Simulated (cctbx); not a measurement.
## EuTi7Pd3 across an absorption edge

Space group R-3c (no. 167), a = 7.8330 Å, b = 7.8330 Å, c = 20.8270 Å, α = 90.00°, β = 90.00°, γ = 120.00°.

```
atom  mult.       x       y       z  Ueq (Å²)
 Eu1      6       0       0     1/2    0.0082
 Pd1     18  0.3194       0     1/4    0.0080
 Ti1      6       0       0     1/4    0.0103
 Ti2     36  0.5309  0.8857  0.3023    0.0118
```

The model is made up (kin elements in a known structure type, no relaxation), so it says nothing on whether the phase exists.

Calculated with cctbx: free-atom f′ and f″ from the Sasaki tables, no fine structure; amplitudes in electrons.

| E (eV) | F 1 0 4 | F 1 2 2 | F 0 2 4 | F 2 1 1 |
| --- | --- | --- | --- | --- |
| 6377 | 126.3 | 284.1 | 417.4 | 392.1 |
| 6727 | 112.5 | 272.5 | 407.9 | 395.2 |
| 6857 | 102.2 | 262.9 | 398.9 | 396.0 |
| 6917 | 92.6 | 253.8 | 389.9 | 396.4 |
| 6947 | 83.9 | 245.3 | 381.6 | 396.6 |
| 6962 | 74.9 | 236.6 | 372.9 | 396.6 |
| 6969 | 66.8 | 228.7 | 365.0 | 396.7 |
| 6973 | 58.2 | 220.2 | 356.5 | 396.7 |
| 6981 | 70.1 | 226.4 | 361.6 | 396.7 |
| 6985 | 78.1 | 235.7 | 371.2 | 396.8 |
| 6992 | 85.5 | 244.0 | 379.6 | 396.8 |
| 7007 | 93.7 | 252.9 | 388.7 | 396.9 |
| 7037 | 101.3 | 261.0 | 397.1 | 397.0 |
| 7127 | 112.0 | 272.6 | 409.2 | 397.5 |
| 7377 | 117.9 | 279.5 | 417.0 | 398.5 |

**Question.** Which edge is crossed, and why do the reflections move as they do?

The L3 edge of Eu. The edge is at 6977 eV. f′ of Eu falls from -11.9 e at 6857 eV to -19.2 e at 4 eV below it, and f″ steps from 3.62 to 10.62 e across it. Over that approach |F| changes by -43 % (1 0 4), -16 % (1 2 2), -11 % (0 2 4) and +0 % (2 1 1): a reflection falls where Eu scatters in phase with the total and rises where it scatters against it; it hardly moves where the Eu term is small or cancels by symmetry. Above the edge the larger f″ enters the imaginary part, where it can add to or cancel the other atoms' f″. The structure is centrosymmetric, so Friedel mates stay equal.

[Logs are printed without paths, hosts, clocks, repeated set-up lines and the standing remarks that a program may print on its own settings, such as how far it seeks lower states.]
